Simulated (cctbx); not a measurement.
# Diagnosing a refinement

Cell a = 6.3990 Å, b = 12.2880 Å, c = 3.8090 Å, α = 90.00°, β = 90.00°, γ = 90.00°; space group Pbam (no. 55). The compound is EuAlB3Os.

Simulated single-crystal data (cctbx): Mo Kα, λ = 0.71073 Å, to d = 0.84 Å, 95 % of the full sphere, strongest reflection 70000 counts, noise from counting, a 1.5 % proportional error and a noise floor of 2 counts (s.d.); no absorption.

An anisotropic refinement with weights 1/σ² prints:

```text
Rint 0.013, 49 unique reflections to 1.61 A
cycle     R1     wR2    GooF  max shift (A)
   1  0.0051  0.0139   2.383   0.04736
   5  0.0018  0.0046   0.790   0.00037
final R1 0.0018 wR2 0.0046 GooF 0.790  parameters 36  data/parameter 1.4
atom        x        y        z      Ueq    occ   su(xyz)  su(Uiso or U11)
Os1    0.86546  0.58487  0.00000   0.0164  1.000  0.00005  0.0007
Eu1    0.87083  0.85271  0.00000   0.0124  1.000  0.00006  0.0008
Al1    0.72268  0.67923  0.50000   0.0296  1.000  0.00146  0.0037
B1     0.52815  0.80292  0.50000   0.0406  1.000  0.00468  0.0308
B2     0.61751  0.95346  0.50000   0.0332  1.000  0.00264  0.0498  NPD
B3     0.63363  0.52770  0.50000   0.0104  1.000  0.00314  0.0384  NPD
difference map: max 0.06 min -0.04 rms 0.02
Q1    0.1714  0.8461  0.0000    4    0.06  1.50 A from Os1
Q2    0.0000  0.0000  0.0000    2    0.05  1.99 A from Eu1
Q3    0.1701  0.1202  0.0000    4    0.04  0.42 A from Eu1
Q4    0.1091  0.3860  0.0000    4    0.04  0.39 A from Os1
Q5    0.0000  0.5000  0.5000    2    0.01  0.94 A from B2
Q6    0.1455  0.6150  0.5000    4    0.01  0.86 A from B2
```

Q: Accept it or mend it, and why?

Mend it. The fault: data cut at low resolution. Against the right model at the same level, R1 goes from 0.0046 to 0.0018 and GooF from 0.94 to 0.79 and B2 and B3 go non-positive-definite. The atoms are right, but there are too few data for the parameters: R1 flatters and the s.u.s grow. Data per parameter fall from 8.6 to 1.4.

The compound is EuAlB3Os. The right model at the same level gives:

```text
Rint 0.015, 310 unique reflections to 0.84 A
cycle     R1     wR2    GooF  max shift (A)
   1  0.0080  0.0213   1.832   0.00460
   2  0.0046  0.0109   0.941   0.00037
final R1 0.0046 wR2 0.0109 GooF 0.941  parameters 36  data/parameter 8.6
atom        x        y        z      Ueq    occ   su(xyz)  su(Uiso or U11)
Os1    0.86542  0.58490  0.00000   0.0170  1.000  0.00002  0.0001
Eu1    0.87081  0.85279  0.00000   0.0131  1.000  0.00002  0.0001
Al1    0.72275  0.68101  0.50000   0.0293  1.000  0.00015  0.0005
B1     0.52874  0.80767  0.50000   0.0338  1.000  0.00065  0.0022
B2     0.62185  0.95397  0.50000   0.0384  1.000  0.00068  0.0027
B3     0.63567  0.53041  0.50000   0.0332  1.000  0.00058  0.0020
difference map: max 0.26 min -0.24 rms 0.07
Q1    0.1290  0.9191  0.3751    8    0.27  0.78 A from B3
Q2    0.0630  0.2442  0.0000    4    0.25  1.26 A from Eu1
Q3    0.1287  0.7777  0.0000    4    0.23  1.89 A from Eu1
Q4    0.1154  0.2420  0.3634    8    0.21  1.33 A from B1
Q5    0.0000  0.0383  0.5000    4    0.21  0.87 A from B3
Q6    0.9955  0.3879  0.0000    4    0.20  0.95 A from Os1
```

The model was made for the exercise: a known structure type with other elements put in, its volume estimated, not relaxed; displacement parameters are assumed.

[Middle refinement cycles are left out of these outputs.]

[Logs are printed without paths, hosts, clocks, repeated set-up lines and the standing remarks that a program may print on its own settings, such as how far it seeks lower states.]
